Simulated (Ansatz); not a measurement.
## MgZrO3 (built on the sites of a database entry of BaZrO3): phonons and vibrational spectra

Task: relax MgZrO3 (built on the sites of a database entry of BaZrO3), then find its harmonic phonons.

Main program and level: Ansatz 0.2.0; DFT PBEsol, scalar-relativistic, plane waves, PAW.

The structure was built from a prototype and need not be the compound's stable phase.

## (1) The structure

Symmetry: Pm-3m, No. 221, cubic system. The conventional cell has a = 3.588 Å, b = 3.588 Å, c = 3.588 Å, α = 90.00°, β = 90.00°, γ = 90.00°. Nearest to Mg lie 12 O at 2.54 Å. Nearest to Zr lie 6 O at 1.79 Å. Nearest to O lie 2 Zr at 1.79 Å and 4 Mg at 2.54 Å. Farther neighbours and most contacts between anions are not listed.

## (2) Coarse relaxation

The start is far from rest, so a relaxation with loose tolerances brings it close first.

Contents of input.yaml:

```yaml
crystal:
  lattice:
    - [3.58829, 0.0, 0.0]
    - [0.0, 3.58829, 0.0]
    - [0.0, 0.0, 3.58829]
  atoms:
    - { symbol: Mg, position: [0.0, 0.0, 0.0] }
    - { symbol: Zr, position: [0.5, 0.5, 0.5] }
    - { symbol: O, position: [0.0, 0.5, 0.5] }
    - { symbol: O, position: [0.5, 0.0, 0.5] }
    - { symbol: O, position: [0.5, 0.5, 0.0] }
kpoints:
  mp_grid: { grid: [6, 6, 6] }
hamiltonian:
  xc: pbesol
scf:
  occupations: { method: gaussian, width: 0.1 }
output:
  forces: true
  stress: true
  eigenvalues: true
relax:
  adjacent_minimum: "off"
  f_tol: 0.05
  max_steps: 80
  cell: { stress_tol: 0.5 }
```

The run is started by

```console
ansatz run input.yaml --threads 8 --pin off --max-ram 14336MiB --backend cpu --events-out ev --progress --plain --runs-dir out
```

Numbers of over 12 decimals in the logs are rounded to 6 here.

The program printed:

```text
The last accepted step is kept in <dir> (removed where the run ends without a failure and the disk answers)
Engine: ansatz 0.2.0, aarch64-unknown-linux-gnu
Pseudopotentials: kind: paw
Pseudopotential: Mg, paw, valence charge 10, recommended cutoff 420 eV (normal), Mg.paw.azcp
Pseudopotential: Zr, paw, valence charge 12, recommended cutoff 420 eV (normal), Zr.paw.azcp
[...]
F+E_penalty+E_count = -7728.29357298 eV   max|allowed force component| = 9.981e-30 eV/Å   (the final SCF, on the basis selected at the relaxed cell)
  cell:  # Å, volume = 67.5307 Å³
    - [4.072244, 0, 0]
    - [0, 4.072244, 0.0]
    - [0, 0.0, 4.072244]
  atoms:
    - { symbol: Mg, position: [0, 0, 0] }
    - { symbol: Zr, position: [0.5, 0.5, 0.5] }
    - { symbol: O, position: [0, 0.5, 0.5] }
    - { symbol: O, position: [0.5, 0, 0.5] }
    - { symbol: O, position: [0.5, 0.5, 0] }
[key lines of the parts left out:]
SCF converged after 5 iterations
Free energy (F): -7728.293573 eV
Fermi energy:    7.693810 eV
P = ⅓ Tr σ = 0.0464 GPa (0.464 kbar)
```

Wall time 3.1 s (8 threads of Arm Neoverse V2, shared host); peak memory 0.42 GiB.

Step by step:

| step | energy less that of the first step (eV) | largest force component (eV/Å) | pressure (GPa) | volume (Å³) |
| --- | --- | --- | --- | --- |
| 1 | 0.0000 | 0.0000 | 138.37 | 46.20 |
| 2 | -4.2537 | 0.0000 | 62.65 | 53.29 |
| 3 | -5.9881 | 0.0000 | 15.10 | 61.01 |
| 4 | -6.1330 | 0.0000 | 2.48 | 63.95 |
| 5 | -6.1352 | 0.0000 | -0.06 | 64.60 |
| 6* | -6.6225 | 0.0000 | 8.21 | 64.60 |
| 7 | -6.6810 | 0.0000 | 1.75 | 66.85 |
| 8 | -6.6811 | 0.0000 | 0.02 | 67.53 |
| 9* | -6.6955 | 0.0000 | 0.05 | 67.53 |

Relaxation steps marked * repeat the geometry before them on a plane-wave basis chosen anew for their cell, so energy and pressure can jump there.

The run keeps the 48 symmetry operations that it works with, so distortions that break them were not tested.

| cell as run | before | after | change |
| --- | --- | --- | --- |
| a (Å) | 3.588 | 4.072 | +13.5 % |
| b (Å) | 3.588 | 4.072 | +13.5 % |
| c (Å) | 3.588 | 4.072 | +13.5 % |
| volume (Å³/atom) | 9.24 | 13.51 | +46.2 % |

The relaxed structure:

```xyz
5
Lattice="4.0722 0.0000 0.0000 0.0000 4.0722 0.0000 0.0000 0.0000 4.0722" Properties=species:S:1:pos:R:3 pbc="T T T"
Mg    0.0000    0.0000    0.0000
Zr    2.0361    2.0361    2.0361
O     0.0000    2.0361    2.0361
O     2.0361    0.0000    2.0361
O     2.0361    2.0361    0.0000
```

A gap read on the k-mesh alone can miss the band edges.

Numbers from this step:

| Item | Value |
| --- | --- |
| pressure | 0.04639 GPa |
| volume per atom | 13.51 Å³ |
| gap on the k-mesh | 0.7651 eV |
| direct gap on mesh | 1.073 eV |

In this step the volume went from 9.24 to 13.51 Å³/atom.

## (3) Relaxation

Harmonic phonons are second derivatives at a point where the forces vanish, and they are wanted at zero stress, so atoms and cell are relaxed first.

Contents of input.yaml:

```yaml
crystal:
  lattice:
    - [4.0722439007, 0.0, 0.0]
    - [0.0, 4.0722439007, 0.0]
    - [0.0, 0.0, 4.0722439007]
  atoms:
    - { symbol: Mg, position: [0.0, 0.0, 0.0] }
    - { symbol: Zr, position: [0.5, 0.5, 0.5] }
    - { symbol: O, position: [0.0, 0.5, 0.5] }
    - { symbol: O, position: [0.5, 0.0, 0.5] }
    - { symbol: O, position: [0.5, 0.5, 0.0] }
kpoints:
  mp_grid: { grid: [6, 6, 6] }
hamiltonian:
  xc: pbesol
scf:
  occupations: { method: gaussian, width: 0.02 }
output:
  forces: true
  stress: true
  eigenvalues: true
  write_density: true
  write_potential: true
  elf: true
  volumetric_format: npy
relax:
  adjacent_minimum: "off"
  f_tol: 0.005
  max_steps: 80
  cell: { stress_tol: 0.05 }
```

The program printed:

```text
[...]
Crystal: 5 atoms, lattice volume = 67.531 Å³
Basis set: ecut = 420 eV, 1357 PW (Γ), exchange–correlation on 60×60×60 points (8 copies of the dense FFT grid, shifted against one another)
Bands: 25, of which v1, the nominal top of the filled ones, is band 20 counted from 1 (19 counted from 0)
Symmetry: 48 space group operations
[...]
k-points: 20 of 216
[...]
SCF iter   1: F=—  HF=-7728.318292 eV  |F-HF|=—  |Δ(HF+E_count)|=         —  Δρ=1.35e-2  dr2=1.02e-1  ethr=1.77e-3  ⟨swp⟩=6.3  Hψ=2253  notcnv=0
[...]
SCF iter   6: F=-7728.293573 eV  HF=-7728.293573 eV  |F-HF|=1.00e-8  |Δ(HF+E_count)|=   5.99e-7  Δρ=1.01e-5  dr2=4.25e-8  ethr=2.50e-10  ⟨swp⟩=10.3  Hψ=3569  notcnv=0
SCF 1 converged in 6 iterations: F = -7728.293573 eV  dr2 = 4.25e-8
[...]
relax step   1: F+E_penalty+E_count = -7728.29357296 eV  Δ(F+E_penalty+E_count) = +0.000e0 eV  max|allowed force component| = 3.396e-29 eV/Å  Δτ_max = 0.0000 Å  P = +0.046 GPa  Ω = 67.531 Å³  (6 SCF iters, dr2 threshold 1.00e-7 eV, accepted)
[...]
SCF iter   6: F=-7728.293573 eV  HF=-7728.293573 eV  |F-HF|=1.82e-12  |Δ(HF+E_count)|=  2.18e-11  Δρ=1.65e-7  dr2=4.86e-12  ethr=1.00e-12  ⟨swp⟩=5.2  Hψ=2071  notcnv=0
SCF 2 converged in 6 iterations: F = -7728.293573 eV  dr2 = 4.86e-12
relax step   2: F+E_penalty+E_count = -7728.29357298 eV  Δ(F+E_penalty+E_count) = -1.560e-8 eV  max|allowed force component| = 3.855e-29 eV/Å  Δτ_max = 0.0000 Å  P = +0.046 GPa  Ω = 67.531 Å³  stress off target by 4.64e-2 GPa  SCF on the basis re-selected at this cell (its energy is not comparable with the rows above)  (6 SCF iters)
[...]
SCF converged after 6 iterations
Free energy (F): -7728.293573 eV
[...]
Internal energy: -7728.293573 eV  (E = F + TS)
E sigma→0 (E₀):  -7728.293573 eV
Fermi energy:    7.680961 eV
[...]
--- Stress (GPa, compression-positive) ---
        0.046372      -0.000000       0.000000
       -0.000000       0.046372       0.000000
        0.000000       0.000000       0.046372
  P = ⅓ Tr σ = 0.0464 GPa (0.464 kbar)
--- Band table (eV; the first three rows and the last of 20) ---
  k-point 0: bands = [... 16 lower, 6.2577, 6.9901, 6.9901, 6.9901, 8.0632, 11.0940, 11.0940, 11.0940, ... 1 higher]
  k-point 1: bands = [... 16 lower, 6.0412, 6.1421, 6.9475, 6.9475, 8.7776, 11.1366, 11.6877, 11.6877, ... 1 higher]
  k-point 2: bands = [... 16 lower, 5.7261, 5.9232, 6.9191, 6.9191, 10.0885, 11.2250, 12.8097, 12.8097, ... 1 higher]
  k-point 19: bands = [... 16 lower, 3.7701, 7.2981, 7.2981, 7.2981, 9.5718, 15.0049, 15.0049, 15.0049, ... 1 higher]
--- Relaxed structure (1 steps of the walk, 1 accepted, 1 SCFs on fresh bases) ---
[...]
cell:  # Å, volume = 67.5307 Å³
    - [4.0722439007, 0.0, 0.0]
    - [0.0, 4.0722439007, 0.0]
    - [0.0, 0.0, 4.0722439007]
  atoms:
    - { symbol: Mg, position: [0.0, 0.0, 0.0] }
    - { symbol: Zr, position: [0.5, 0.5, 0.5] }
    - { symbol: O, position: [0.0, 0.5, 0.5] }
    - { symbol: O, position: [0.5, 0.0, 0.5] }
    - { symbol: O, position: [0.5, 0.5, 0.0] }
```

Run time: 0.96 s. Hardware: 8 threads; peak memory 0.42 GiB.

Little changed from the start: no atom moved by 0.005 Å and no cell edge by 0.1 %.

This step gave:

- pressure: 0.04637 GPa

Electrostatic potential energy in the ac plane at fractional y = 0.500, with atoms of Zr and O within 0.2 Å of it. With pseudopotentials it is smooth inside the atoms' cores, unlike the true potential.

Values in eV, 14 rows by 14 columns, each cell a mean:
```
 12  12  12  12   9 -11 -33 -38 -26  -4  12  12  12  12
 12  12  12  12  11   3 -16 -21  -9   6  11  12  12  12
 12  12  12  11   9   6   3   1   4   7  10  11  12  12
 12  12  11   9   5   0  -7  -9  -5   1   7  10  11  12
 -9  -1   8   6  -4 -19 -37 -41 -31 -15   1   7   6  -4
-32 -23   0   3 -13 -38 -59 -60 -53 -31  -5   4  -9 -26
-46 -34 -10   0 -20 -48 -63 -63 -60 -41  -9   1 -21 -38
-39 -30  -6   2 -17 -44 -63 -63 -59 -37  -7   3 -16 -33
-16  -8   7   5  -6 -24 -44 -48 -38 -19   0   6   3 -11
  8  10  10   8   2  -6 -17 -20 -13  -4   5   9  11   9
 12  12  12  11   8   5   2   0   3   6   9  11  12  12
 12  12  12  12  10   7  -6 -10   0   8  11  12  12  12
 12  12  12  12  10  -8 -30 -34 -23  -1  12  12  12  12
 12  12  12  12   8 -16 -39 -46 -32  -9  12  12  12  12
```
Columns run along a (4.1 Å; values clipped at the 3rd and 97th percentile), rows up along c (4.1 Å). Atoms in or near the plane, at fractional coordinates: Zr at (0.50, 0.50), O at (0.00, 0.50), O at (0.50, 0.00).

ELF in the ac plane at fractional y = 0.500, with atoms of Zr and O within 0.2 Å of it. It is the smooth field of the valence electrons, not physical close to the nuclei.

Ten even steps from '_' (0.03) to '@' (0.82), each cell a mean:
```
____..==%%@@%%##@@@@##--____
______::**@@@@@@@@%%++..____
==::..__::==++++++--..__..--
##**--..__..--==--..__..++##
@@@@##::::##@@@@%%++..--%%@@
%%@@%%--++@@%%##@@%%--++@@@@
==%%@@==**@@==..##@@==++@@##
**@@@@--++@@**==%%@@--++@@%%
@@@@##::--##@@@@@@##..==@@@@
%%%%++....--++**++::__::**%%
++--..__..::--==--::..__::==
....__..++##@@@@%%##--..__..
____..--%%@@@@%%@@@@**::____
____..++%%@@**==%%@@##==____
```
Columns run along a (4.1 Å), rows up along c (4.1 Å). Atoms in or near the plane, at fractional coordinates: Zr at (0.50, 0.50), O at (0.00, 0.50), O at (0.50, 0.00).

Valence density in the ac plane at fractional y = 0.500, with atoms of Zr and O within 0.2 Å of it. It is the smooth field of the valence electrons, not physical close to the nuclei.

Ten even steps from '0' (0.0 e/Å³) to '9' (7.0 e/Å³), each cell a mean:
```
00000268510000
00000134210000
00000011000000
00000011000000
21000133210011
64101355520025
97212454531148
86201455531136
32000244310012
00000012100000
00000001000000
00000022100000
00000267410000
00000389620000
```
Columns run along a (4.1 Å), rows up along c (4.1 Å). Atoms in or near the plane, at fractional coordinates: Zr at (0.50, 0.50), O at (0.00, 0.50), O at (0.50, 0.00).

In this step the volume went from 13.51 to 13.51 Å³/atom.

## (4) Tight relaxation, k-mesh 8×8×8

Phonons need a cell at rest on their own settings, so the relaxation is repeated with tight tolerances on forces and stress, using the mesh and the filling of the phonon run that follows.

input.yaml, the sections that differ from step 3:

```yaml
kpoints:
  mp_grid: { grid: [8, 8, 8] }
scf:
  occupations: { method: fixed }
output:
  forces: true
  stress: true
  eigenvalues: true
relax:
  adjacent_minimum: "off"
  f_tol: 0.001
  max_steps: 60
  cell: { stress_tol: 0.01 }
# crystal, hamiltonian: as in step 3
```

The program printed:

```text
[...]
Crystal: 5 atoms, lattice volume = 67.531 Å³
Basis set: ecut = 420 eV, 1357 PW (Γ), exchange–correlation on 60×60×60 points (8 copies of the dense FFT grid, shifted against one another)
Bands: 25, of which v1, the nominal top of the filled ones, is band 20 counted from 1 (19 counted from 0)
Symmetry: 48 space group operations
[...]
k-points: 35 of 512
[...]
--- Relaxed structure (3 steps of the walk, 3 accepted, 1 SCFs on fresh bases) ---
[...]
cell:  # Å, volume = 67.5482 Å³
    - [4.072594, 0, 0]
    - [0, 4.072594, 0.0]
    - [0, 0.0, 4.072594]
  atoms:
    - { symbol: Mg, position: [0, 0, 0] }
    - { symbol: Zr, position: [0.5, 0.5, 0.5] }
    - { symbol: O, position: [0, 0.5, 0.5] }
    - { symbol: O, position: [0.5, 0, 0.5] }
    - { symbol: O, position: [0.5, 0.5, 0] }
[key lines of the parts left out:]
SCF converged after 5 iterations
Free energy (F): -7728.294044 eV
Fermi energy:    7.294567 eV
P = ⅓ Tr σ = 0.0015 GPa (0.015 kbar)
```

Wall time 2 s (8 threads); peak memory 0.46 GiB; 13 s of CPU time.

Little changed from the start: no atom moved by 0.005 Å and no cell edge by 0.1 %.

This step gave:

```yaml
pressure: 0.001462 GPa
gap_on_the_k_mesh: 0.7650 eV
direct_gap_on_mesh: 1.074 eV
```

The forces vanish by symmetry and the pressure is 0.001 GPa, within the tolerances set. The cell now holds 13.51 Å³/atom.

## (5) A first phonon run

The phonons are first tried on the mesh that the gap suggested.

Contents of input.yaml:

```yaml
crystal:
  lattice:
    - [4.0725944006, 0.0, 0.0]
    - [0.0, 4.0725944006, 0.0]
    - [0.0, 0.0, 4.0725944006]
  atoms:
    - { symbol: Mg, position: [0.0, 0.0, 0.0] }
    - { symbol: Zr, position: [0.5, 0.5, 0.5] }
    - { symbol: O, position: [0.0, 0.5, 0.5] }
    - { symbol: O, position: [0.5, 0.0, 0.5] }
    - { symbol: O, position: [0.5, 0.5, 0.0] }
kpoints:
  mp_grid: { grid: [8, 8, 8] }
hamiltonian:
  xc: pbesol
scf:
  occupations: { method: fixed }
output:
  eigenvalues: true
phonons:
  method: dfpt
  dielectric: true
  rigid_motions: translations
```

The program printed:

```text
[...]
Crystal: 5 atoms, lattice volume = 67.548 Å³
Basis set: ecut = 420 eV, 1357 PW (Γ), exchange–correlation on 60×60×60 points (8 copies of the dense FFT grid, shifted against one another)
Bands: 25, of which v1, the nominal top of the filled ones, is band 20 counted from 1 (19 counted from 0)
Symmetry: 48 space group operations
k-points: 170 of 512 (irreducible under 2 space group operations, time reversal used)
[...]
optical modes at Γ + LO–TO along q̂ = [1.0000, 0.0000, 0.0000]:
      ω (cm⁻¹)  modes    IR ((D/Å)²/amu)
[...]
optical modes at Γ + LO–TO along q̂ = [0.0000, 1.0000, 0.0000]:
      ω (cm⁻¹)  modes    IR ((D/Å)²/amu)
[...]
optical modes at Γ + LO–TO along q̂ = [0.0000, 0.0000, 1.0000]:
      ω (cm⁻¹)  modes    IR ((D/Å)²/amu)
[...]
181.75      2             9.7363
        279.21      1             7.2009
        640.28      2            65.6051
        817.62      1            50.0801
[key lines of the parts left out:]
SCF converged after 8 iterations
Free energy (F): -7728.294044 eV
Fermi energy:    7.294564 eV
```

Run time: 31 s. Hardware: 8 threads; peak memory 1.4 GiB; 3.6 min of CPU time.

This step gave:

```
sum-rule residual before enforcement                    : 1.69e-4 eV/Å²
miss of the charge sum rule                             : 0.004269 e
estimated error of the dielectric tensor                : 0.02199
estimated error of the Born charges                     : 0.05223 e
point group                                             : m-3m
highest optical mode at the zone centre (no LO-TO term) : 640.3 cm⁻¹
lowest optical zone-centre mode                         : -257.9 cm⁻¹
mean high-frequency dielectric constant                 : 5.213
largest Born charge (third of the trace)                : 5.827 e
top of the zone-centre spectrum with the field          : 817.6 cm⁻¹
```

The highest optical mode at Γ without the field comes at 640.3 cm⁻¹, but the log warns of the mesh: “the force constants stand on the 8×8×8 k-mesh, whose period is 13.29 times the interband length at k = (0.0000, 0.0000, 0.0000), direct gap 1.074 eV, under 14: take them and everything formed from them as unconverged”.

## (6) Relaxing to small forces for the phonons, k-mesh 12×12×12

The k mesh is raised to 12×12×12 since a zone-centre run on the first mesh warned that it was too coarse for the force constants, and the cell is relaxed again on it.

input.yaml, the sections that differ from step 5:

```yaml
kpoints:
  mp_grid: { grid: [12, 12, 12] }
output:
  forces: true
  stress: true
  eigenvalues: true
relax:
  adjacent_minimum: "off"
  f_tol: 0.001
  max_steps: 60
  cell: { stress_tol: 0.01 }
# crystal, hamiltonian, scf: as in step 5
# phonons: removed
```

The program printed:

```text
[...]
Crystal: 5 atoms, lattice volume = 67.548 Å³
Basis set: ecut = 420 eV, 1357 PW (Γ), exchange–correlation on 60×60×60 points (8 copies of the dense FFT grid, shifted against one another)
Bands: 25, of which v1, the nominal top of the filled ones, is band 20 counted from 1 (19 counted from 0)
Symmetry: 48 space group operations
[...]
k-points: 84 of 1728
[...]
cell:  # Å, volume = 67.5482 Å³
    - [4.0725944006, 0.0, 0.0]
    - [0.0, 4.0725944006, 0.0]
    - [0.0, 0.0, 4.0725944006]
  atoms:
    - { symbol: Mg, position: [0.0, 0.0, 0.0] }
    - { symbol: Zr, position: [0.500000, 0.500000, 0.500000] }
    - { symbol: O, position: [0.0, 0.500000, 0.500000] }
    - { symbol: O, position: [0.500000, 0.0, 0.500000] }
    - { symbol: O, position: [0.500000, 0.500000, 0.0] }
[key lines of the parts left out:]
SCF converged after 7 iterations
Free energy (F): -7728.294213 eV
Fermi energy:    7.294432 eV
P = ⅓ Tr σ = 0.0027 GPa (0.027 kbar)
```

Wall time 2.2 s (8 threads); peak memory 0.5 GiB.

Little changed from the start: no atom moved by 0.005 Å and no cell edge by 0.1 %.

Numbers from this step:

| Quantity | Value |
| --- | --- |
| pressure | 0.002749 GPa |
| gap on the k-mesh | 0.7652 eV |

The forces vanish by symmetry and the pressure is 0.003 GPa, within the tolerances set. The cell now holds 13.51 Å³/atom.

[end of part 1 of 3]

[Logs are printed without paths, hosts, clocks, repeated set-up lines and the standing remarks that a program may print on its own settings, such as how far it seeks lower states.]

[Hosts, paths, dates, database ids (printed as entryN), source tags and the programs' standing remarks are cut or masked in the printed files.]
